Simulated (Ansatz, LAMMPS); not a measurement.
# Relaxing a frame of liquid hydrogen fluoride from 273 K (98 atoms)

Wanted: the relaxed structure of a frame of liquid hydrogen fluoride from 273 K (98 atoms) and its electronic structure.

Method: Kohn-Sham DFT, PBE, PAW (set soft_2), plane waves, in Ansatz 0.2.0.

## Step 1: Set-up

The cell holds 98 atoms: 49 F and 49 H. Cell: a = 11.756 Å, b = 11.756 Å, c = 11.756 Å, α = 90.0°, β = 90.0°, γ = 90.0°. 49 hydrogen fluoride placed at random, at 1 g/cm³; overlaps pushed apart, then 10 ps at 373 K with a harmonic two-site HF with charges of 0.5 e and a 12-6 site on F. Snapshot after 20 ps at 273 K and fixed volume.

What the set-up can't give: The starting topology of bonds comes from the classical model. Only the Γ point is sampled, in a cell whose shortest periodic width is 12 Å.

## Step 2: Making the structure

A classical potential makes the cell, at a small fraction of what the same run would cost in DFT.

This step: classical MD, a harmonic two-site HF with charges of 0.5 e and a 12-6 site on F (LAMMPS 22 Jul 2025 - Update 4).

Contents of in.lmp:

```
# liquid hydrogen fluoride
units real
atom_style full
boundary p p p
bond_style harmonic
angle_style harmonic
dihedral_style opls
improper_style harmonic
special_bonds lj 0 0 0.5 coul 0 0 0.75
read_data data.lmp
neigh_modify delay 0 every 1 check yes one 4000
comm_modify cutoff 12.0
timestep 0.5
thermo_style custom step time temp pe press density
thermo_modify norm yes
# push overlapping molecules apart
pair_style soft 2.6
pair_coeff * * 0.0
variable a equal ramp(1,60)
fix ad all adapt 1 pair soft a * * v_a
velocity all create 373 694828 mom yes dist gaussian
fix lim all nve/limit 0.03
fix lan all langevin 373 373 50 694829 zero yes
thermo 1000
run 3000 post no
unfix ad
pair_style lj/cut/coul/long 9.0
pair_modify mix arithmetic tail yes
pair_coeff 1 1 0.1200 2.8300   # F
pair_coeff 2 2 0.0000 1.0000   # H
kspace_style pppm 1.0e-4
thermo 100
minimize 1e-5 1e-3 300 3000
reset_timestep 0
# [... 14 lines left out ...]
compute msd all msd com yes
thermo 5000
fix md all nvt temp 273 273 100
run 20000 post no
print "== T273: mean square displacement over the hold $(c_msd[4]:%.2f) A^2"
unfix md
uncompute msd
write_dump all custom T273.dump id type xs ys zs modify sort id
```

The run is started by

```
> lmp -in in.lmp -log none -nocite
```

Numbers of over 12 decimals in the logs are rounded to 6 here.

The log of the run:

```text
LAMMPS (22 Jul 2025 - Update 4)
Reading data file ...
  orthogonal box = (0 0 0) to (11.75571 11.75571 11.75571)
  98 atoms
  orthogonal box = (0 0 0) to (11.75571 11.75571 11.75571)
  49 bonds
   Step          Time           Temp          PotEng         Press         Density
         0   0              373            0.18575158    -11695.633      1.0019995
      1000   500            381.66603      0.43362431     5695.4033      1.0019995
      2000   1000           341.55713      0.30643504     10996.806      1.0019995
      3000   1500           365.48828      0.36219077     13739.554      1.0019995
Loop time of 0.0669823 s on 1 MPI rank(s) for 3000 steps with 98 atoms
PPPM initialization ...
  G vector (1/distance) = 0.30877468
  grid = 8 8 8
  estimated relative force accuracy = 2.5625825e-05
   Step          Time           Temp          PotEng         Press         Density
      3000   1500           365.48828      0.52742015     6673.7923      1.0019995
      3100   1550           365.48828     -5.9519106      3374.6755      1.0019995
      3200   1600           365.48828     -6.2986374      2073.6445      1.0019995
      3223   1611.5         365.48828     -6.3142571      2060.6415      1.0019995
Loop time of 0.116984 s on 1 MPI rank(s) for 223 steps with 98 atoms
Minimization stats:
  Stopping criterion = energy tolerance
  Energy initial, next-to-last, final =
     0.527420153414944  -6.31419778550741   -6.3142570983162
  Force two-norm initial, final = 276.45777 3.7771496
  Iterations, force evaluations = 223 412
   Step          Time           Temp          PotEng         Press         Density
         0   0              373           -6.3142571      2121.7543      1.0019995
      1000   500            386.4327      -5.3190317      4059.9814      1.0019995
      2000   1000           390.52117     -5.4558151     -376.0355       1.0019995
Loop time of 0.382089 s on 1 MPI rank(s) for 2000 steps with 98 atoms
   Step          Time           Temp          PotEng         Press         Density
      2000   1000           390.52117     -5.4558151     -376.0355       1.0019995
[... 5 lines left out ...]
Loop time of 1.93547 s on 1 MPI rank(s) for 10000 steps with 98 atoms
   Step          Time           Temp          PotEng         Press         Density
[... 4 lines left out ...]
Loop time of 0.953993 s on 1 MPI rank(s) for 5000 steps with 98 atoms
   Step          Time           Temp          PotEng         Press         Density
[... 2 lines left out ...]
     25000   24000          292.71133     -5.9139963     -3265.9812      1.0019995
     30000   29000          314.30725     -5.8119016     -1931.1743      1.0019995
     35000   34000          270.98945     -5.8774954     -3337.9996      1.0019995
     37000   36000          262.58692     -5.9123634     -1534.4941      1.0019995
Loop time of 3.73629 s on 1 MPI rank(s) for 20000 steps with 98 atoms
== T273: mean square displacement over the hold 19.64 A^2
```

Run time: 7.4 s. Hardware: 1 thread of Intel Xeon 6975P-C (Granite Rapids), shared host; peak memory 0.072 GiB.

The input also reads data.lmp (atoms, bonds and types; not printed here).

## Step 3: Single point at the start

The forces at the start show how far the geometry lies from a minimum of this functional.

Contents of input.yaml:

```yaml
crystal:
  lattice:
    - [11.75571, 0.0, 0.0]
    - [0.0, 11.75571, 0.0]
    - [0.0, 0.0, 11.75571]
  atoms:
    - { symbol: F, position: [0.93739, 0.61838, 0.2253] }
    - { symbol: H, position: [0.89507, 0.59933, 0.29211] }
    - { symbol: F, position: [0.25471, 0.0547, 0.69314] }
    - { symbol: H, position: [0.23039, 0.09618, 0.62808] }
    - { symbol: F, position: [0.26603, 0.59632, 0.38926] }
    - { symbol: H, position: [0.24514, 0.56152, 0.31721] }
    - { symbol: F, position: [0.37927, 0.39213, 0.32718] }
    - { symbol: H, position: [0.44867, 0.38831, 0.2797] }
    - { symbol: F, position: [0.74107, 0.29663, 0.58954] }
    - { symbol: H, position: [0.70774, 0.35819, 0.54628] }
    - { symbol: F, position: [0.9935, 0.49209, 0.86643] }
    - { symbol: H, position: [0.05436, 0.54406, 0.85269] }
    - { symbol: F, position: [0.98846, 0.20422, 0.09211] }
    - { symbol: H, position: [0.94306, 0.15385, 0.04988] }
    - { symbol: F, position: [0.93518, 0.95349, 0.65429] }
    - { symbol: H, position: [0.99308, 0.90494, 0.61915] }
    - { symbol: F, position: [0.77139, 0.50913, 0.77986] }
    - { symbol: H, position: [0.83445, 0.50929, 0.7238] }
    - { symbol: F, position: [0.75722, 0.92765, 0.45424] }
    - { symbol: H, position: [0.77507, 0.99192, 0.5034] }
    - { symbol: F, position: [0.0839, 0.34334, 0.18689] }
    - { symbol: H, position: [0.05573, 0.27343, 0.15055] }
    - { symbol: F, position: [0.91582, 0.08974, 0.27098] }
    - { symbol: H, position: [0.89094, 0.02964, 0.22598] }
    - { symbol: F, position: [0.19042, 0.14717, 0.53206] }
    - { symbol: H, position: [0.13544, 0.1712, 0.48293] }
    - { symbol: F, position: [0.63743, 0.60459, 0.35912] }
    - { symbol: H, position: [0.62881, 0.68748, 0.35092] }
    - { symbol: F, position: [0.41999, 0.14168, 0.26052] }
    - { symbol: H, position: [0.40175, 0.18087, 0.19012] }
    - { symbol: F, position: [0.52865, 0.38565, 0.21139] }
    - { symbol: H, position: [0.59467, 0.39344, 0.16748] }
    - { symbol: F, position: [0.86061, 0.59754, 0.41056] }
    - { symbol: H, position: [0.8313, 0.65067, 0.46326] }
    - { symbol: F, position: [0.44942, 0.06622, 0.45244] }
    - { symbol: H, position: [0.4468, 0.09733, 0.37601] }
    - { symbol: F, position: [0.64704, 0.4248, 0.4609] }
    - { symbol: H, position: [0.65097, 0.48976, 0.41228] }
    - { symbol: F, position: [0.6206, 0.41158, 0.84832] }
    - { symbol: H, position: [0.69, 0.44492, 0.81912] }
    - { symbol: F, position: [0.23228, 0.74909, 0.49813] }
    - { symbol: H, position: [0.25337, 0.68694, 0.45223] }
    - { symbol: F, position: [0.27974, 0.80765, 0.26542] }
    - { symbol: H, position: [0.33192, 0.77813, 0.21416] }
    - { symbol: F, position: [0.09402, 0.84714, 0.28564] }
    - { symbol: H, position: [0.17589, 0.84456, 0.29918] }
    - { symbol: F, position: [0.89967, 0.71306, 0.05332] }
    - { symbol: H, position: [0.93047, 0.68098, 0.12366] }
    - { symbol: F, position: [0.10716, 0.86555, 0.60292] }
    - { symbol: H, position: [0.14908, 0.8157, 0.55358] }
    - { symbol: F, position: [0.1269, 0.81225, 0.88546] }
    - { symbol: H, position: [0.1552, 0.8914, 0.8847] }
    - { symbol: F, position: [0.71326, 0.38744, 0.11912] }
    - { symbol: H, position: [0.78014, 0.38804, 0.07079] }
    - { symbol: F, position: [0.78343, 0.7063, 0.55877] }
    - { symbol: H, position: [0.77344, 0.75796, 0.62467] }
    - { symbol: F, position: [0.20568, 0.36432, 0.44571] }
    - { symbol: H, position: [0.2797, 0.35969, 0.41383] }
    - { symbol: F, position: [0.48314, 0.33375, 0.958] }
    - { symbol: H, position: [0.54166, 0.3764, 0.91576] }
    - { symbol: F, position: [0.82415, 0.83442, 0.91054] }
    - { symbol: H, position: [0.86335, 0.78218, 0.96708] }
    - { symbol: F, position: [0.92719, 0.92152, 0.16016] }
    - { symbol: H, position: [0.98716, 0.87966, 0.19305] }
    - { symbol: F, position: [0.03625, 0.41533, 0.52171] }
    - { symbol: H, position: [0.10872, 0.39119, 0.49309] }
    - { symbol: F, position: [0.37466, 0.23888, 0.08621] }
    - { symbol: H, position: [0.43085, 0.2634, 0.03042] }
    - { symbol: F, position: [0.14437, 0.62099, 0.85614] }
    - { symbol: H, position: [0.1532, 0.70322, 0.86384] }
    - { symbol: F, position: [0.48661, 0.93145, 0.59266] }
    - { symbol: H, position: [0.47477, 0.98843, 0.53804] }
    - { symbol: F, position: [0.44387, 0.74411, 0.91021] }
    - { symbol: H, position: [0.46785, 0.77788, 0.83657] }
    - { symbol: F, position: [0.83095, 0.03885, 0.7981] }
    - { symbol: H, position: [0.87536, 0.00017, 0.73824] }
    - { symbol: F, position: [0.37332, 0.7363, 0.09335] }
    - { symbol: H, position: [0.39535, 0.72136, 0.01759] }
    [... 14 atom lines left out ...]
    - { symbol: F, position: [0.91232, 0.49967, 0.64484] }
    - { symbol: H, position: [0.96863, 0.48382, 0.58361] }
    - { symbol: F, position: [0.65531, 0.79443, 0.34816] }
    - { symbol: H, position: [0.69143, 0.84638, 0.40142] }
    - { symbol: F, position: [0.89559, 0.08541, 0.97179] }
    - { symbol: H, position: [0.87389, 0.06291, 0.89343] }
kpoints:
  mp_grid: { grid: [1, 1, 1] }
hamiltonian:
  xc: pbe
scf:
  occupations: { method: fermi_dirac, width: 0.025 }
output:
  forces: true
  stress: true
  populations: true
  dos:
    method: { smearing: { sigma: 0.15 } }
    de: 0.1
    projected: { site_lists: { F: [F], H: [H] } }
  eigenvalues: true
```

The run is started by

```
> ansatz run input.yaml --threads 4 --pin off --max-ram 8192MiB --backend cpu --events-out ev --progress --plain --runs-dir out
```

The log of the run:

```text
Engine: ansatz 0.2.0, x86_64-unknown-linux-gnu
Pseudopotentials: kind: paw
Pseudopotential: F, paw, valence charge 7, recommended cutoff 420 eV (normal), F.paw.azcp
Pseudopotential: H, paw, valence charge 1, recommended cutoff 420 eV (normal), H.paw.azcp
Functional definition: PBE
  parameter kappa = 0.804
  parameter beta = 0.066725
  exchange = pbe_x(kappa = kappa, mu = beta*pi^2/3)
  correlation = pbe_c(beta = beta)
Crystal: 98 atoms, lattice volume = 1624.601 Å³
Basis set: ecut = 420 eV, 31559 PW (Γ), exchange–correlation on 160×160×160 points (8 copies of the dense FFT grid, shifted against one another)
Bands: 294, of which v1, the nominal top of the filled ones, is band 196 counted from 1 (195 counted from 0)
Symmetry: 1 space group operations
Space group: P1 (ITA 1), of the structure as read, at distance tolerance 1.2e-4 Å
k-points: 1
Non-local potential: F, projectors of the file, l = 0: 2, l = 1: 2, l = 2: 1
Non-local potential: H, projectors of the file, l = 0: 2, l = 1: 1
PAW form: soft (Blöchl's): semilocal exchange-correlation on the pseudo side does not see the compensation charge
PAW one-centre angular grid: F, 110 points (default); XC on 64 Gauss nodes
PAW one-centre angular grid: H, 110 points (default); XC on 64 Gauss nodes
Initial density: superposition of atomic densities (neutral atoms: chi_scale 0, normalization atom), corrected by the library's trained network
Initial wavefunctions: pseudopotential atomic-orbital guess
Functional: x = pbe(κ = 0.804, μ = 0.219515), c = pbe(β = 0.066725)
SCF iter   1: F=—  HF=-40397.064505 eV  |F-HF|=—  |Δ(HF+E_count)|=         —  Δρ=4.01e-3  dr2=2.24e-1  ethr=1.77e-3  ⟨swp⟩=6.0  Hψ=1224  notcnv=0  defer=45
preconditioner: auto → Resta (q_TF=auto, 2.153 Å⁻¹)  ε∞=1.9  [insulator: Δε(μ)=7.231 eV  Ē_g=19.649 eV  σ=0.025 eV  W_gap=1.00  n_scr=256 (ndim 8)  ℏωp=18.2 eV  f_vac=0.506  D(μ)=0.00/eV (n_scr^D=0)  ε∞_Penn≈1.9]
SCF iter   2: F=—  HF=-40396.991905 eV  |F-HF|=—  |Δ(HF+E_count)|=   7.26e-2  Δρ=1.72e-3  dr2=4.80e-2  ethr=5.72e-5  ⟨swp⟩=2.0  Hψ=493  notcnv=0  defer=91
SCF iter   3: F=—  HF=-40396.988226 eV  |F-HF|=—  |Δ(HF+E_count)|=   3.68e-3  Δρ=6.65e-4  dr2=9.69e-3  ethr=1.22e-5  ⟨swp⟩=2.0  Hψ=357  notcnv=0  defer=91
SCF iter   4: F=—  HF=-40396.985804 eV  |F-HF|=—  |Δ(HF+E_count)|=   2.42e-3  Δρ=2.28e-4  dr2=8.27e-4  ethr=2.47e-6  ⟨swp⟩=3.0  Hψ=544  notcnv=0  defer=91
SCF iter   5: F=—  HF=-40396.985484 eV  |F-HF|=—  |Δ(HF+E_count)|=   3.19e-4  Δρ=1.10e-4  dr2=1.31e-4  ethr=2.11e-7  ⟨swp⟩=2.0  Hψ=396  notcnv=0  defer=91
SCF iter   6: F=—  HF=-40396.985464 eV  |F-HF|=—  |Δ(HF+E_count)|=   2.02e-5  Δρ=3.58e-5  dr2=1.35e-5  ethr=3.35e-8  ⟨swp⟩=3.0  Hψ=402  notcnv=0  defer=91
SCF iter   7: F=—  HF=-40396.985395 eV  |F-HF|=—  |Δ(HF+E_count)|=   6.91e-5  Δρ=7.72e-6  dr2=1.04e-6  ethr=3.44e-9  ⟨swp⟩=2.0  Hψ=441  notcnv=0  defer=91
SCF iter   8: F=—  HF=-40396.985398 eV  |F-HF|=—  |Δ(HF+E_count)|=   2.71e-6  Δρ=4.28e-6  dr2=1.98e-7  ethr=2.65e-10  ⟨swp⟩=3.0  Hψ=400  notcnv=0  defer=91
SCF iter   9: F=-40396.985398 eV  HF=-40396.985398 eV  |F-HF|=9.38e-8  |Δ(HF+E_count)|=   2.98e-7  Δρ=1.44e-6  dr2=2.64e-8  ethr=2.55e-11  ⟨swp⟩=18.0  Hψ=2071  notcnv=0
SCF 1 converged in 9 iterations: F = -40396.985398 eV  dr2 = 2.64e-8
  greatest PAW one-centre occupation: 0.930 electrons in one spin orbital (limit 2), on the F atom at site 62 (counted from 0), in its partial waves of l = 0
SCF converged after 9 iterations
Free energy (F): -40396.985398 eV
Harris-Foulkes:  -40396.985398 eV  (|F-HF|=9.38e-8)
Internal energy: -40396.985398 eV  (E = F + TS)
E sigma→0 (E₀):  -40396.985398 eV
Fermi energy:    -2.340562 eV
--- Per-component energies (eV) ---
  E_band       = -5171.820712
  E_kinetic    = 10769.203001
  E_local      = -52345.818931  (includes V_loc(G=0)·N_el)
  E_nonlocal   = 3694.206778
  E_hartree    = 20767.777797
  E_xc         = -4310.580862
  E_vxc        = -5528.760558  (∫ρ·V_xc dr)
  E_paw        = -9875.363795  (= ΣΔE_a)
  E_vpaw       = -3296.245217  (= ΣTr[D̂ρ^β])
  E_aug_tail   = 0.051121  (compensation charges beyond the density's cutoff)
  E_ewald      = -9096.460507
  E_smearing   = -0.000000  (= −TS)
  E_closure    = 0.000000  (closes the sum)
  Σ components = -40396.985398   (vs F -40396.985398, Δ=0.00e0)
--- Forces (eV/Å), atoms counted from 1 ---
  atom   1  F      0.92720559    -0.25518147    -0.73598321
  atom   2  H     -0.37809807     0.37773783     0.70772896
  atom   3  F      1.12949539    -0.50588505     0.59487006
  atom   4  H     -0.70752917     0.41203782    -0.56563424
  atom   5  F      0.82847104    -0.78182387    -0.06567764
  atom   6  H     -0.58459006    -0.38234056    -0.20222575
  atom   7  F     -0.62034648    -0.08433244     0.74831323
  atom   8  H     -0.98866678     0.05427163     0.84554184
  atom   9  F      0.16418522     0.38666843     0.76771893
  atom  10  H     -0.03657539     0.00679228    -0.49298154
  atom  11  F     -1.03486866    -1.17178769    -0.12900123
  atom  12  H      0.81183338     1.03244762     0.32666304
  atom  13  F      1.10397949     1.17254718     1.12779140
  atom  14  H     -0.78676342    -1.09890679    -1.41788588
[...]
atom  97  F     -0.08991640    -0.35929677     0.84297694
  atom  98  H     -0.01604089     0.09173936    -0.05122824
  max |Σ_I F_I| component: 1.81e-5 eV/Å
--- Stress (GPa, compression-positive) ---
        2.796757       0.357886      -0.613201
        0.357886       3.377337       0.104966
       -0.613201       0.104966       3.699079
  P = ⅓ Tr σ = 3.2911 GPa (32.911 kbar)
--- Band table (eV) ---
  k-point 0: bands = ["-28.6499", "-28.5895", "-28.4903", "-28.3786", [... 278 levels ...], "8.7603", "8.8011", "8.9127", "8.9681", "8.9972", "9.1799", "9.2199", "9.2434", "9.2938", "9.3573", "9.4422", "9.4790"]
--- Löwdin populations: 98 sites ---
  site symbol       q [e]
     0      F      7.4275
     1      H      0.5042
     2      F      7.4153
[...]
97      H      0.5201
  spilling = 0.006770 (of n_electrons = 392.000000)
```

Elapsed: 9 s, on 4 threads of Intel Xeon 6975P-C (Granite Rapids), shared host; peak memory 1.7 GiB; 30 s of CPU time.

In the SCF lines HF is the Harris–Foulkes energy and dr2 the Hartree energy of the density residual, in eV; the loop may stop once dr2 is under the threshold and the program's other checks hold. Hψ counts applications of the Hamiltonian.

Numbers from this run:

```
free energy                                      : -40396.9854 eV
free energy per atom                             : -412.2141 eV/atom
SCF cycles                                       : 9
pressure                                         : 3.291 GPa
r.m.s. force component                           : 0.6899 eV/Å
longest force                                    : 2.93 eV/Å
Fermi energy                                     : -2.341 eV
gap (highest filled to lowest empty level) : 7.103 eV
spilling of the projection                       : 0.00677
```

The r.m.s. force component of 0.69 eV/Å and the pressure of 3.3 GPa set the starting point.

Length of the force by element:

```csv
element,coordination,atoms,mean length of the force (eV/Å),spread,least,most
F,all,49,1.22,0.541,0.426,2.82
H,all,49,0.870,0.573,0.106,2.93
```

(Continued in part 2 of 3.)

[Logs are printed without paths, hosts, clocks, repeated set-up lines and the standing remarks that a program may print on its own settings, such as how far it seeks lower states.]

[Hosts, paths, dates, database ids (printed as entryN), source tags and the programs' standing remarks are cut or masked in the printed files.]
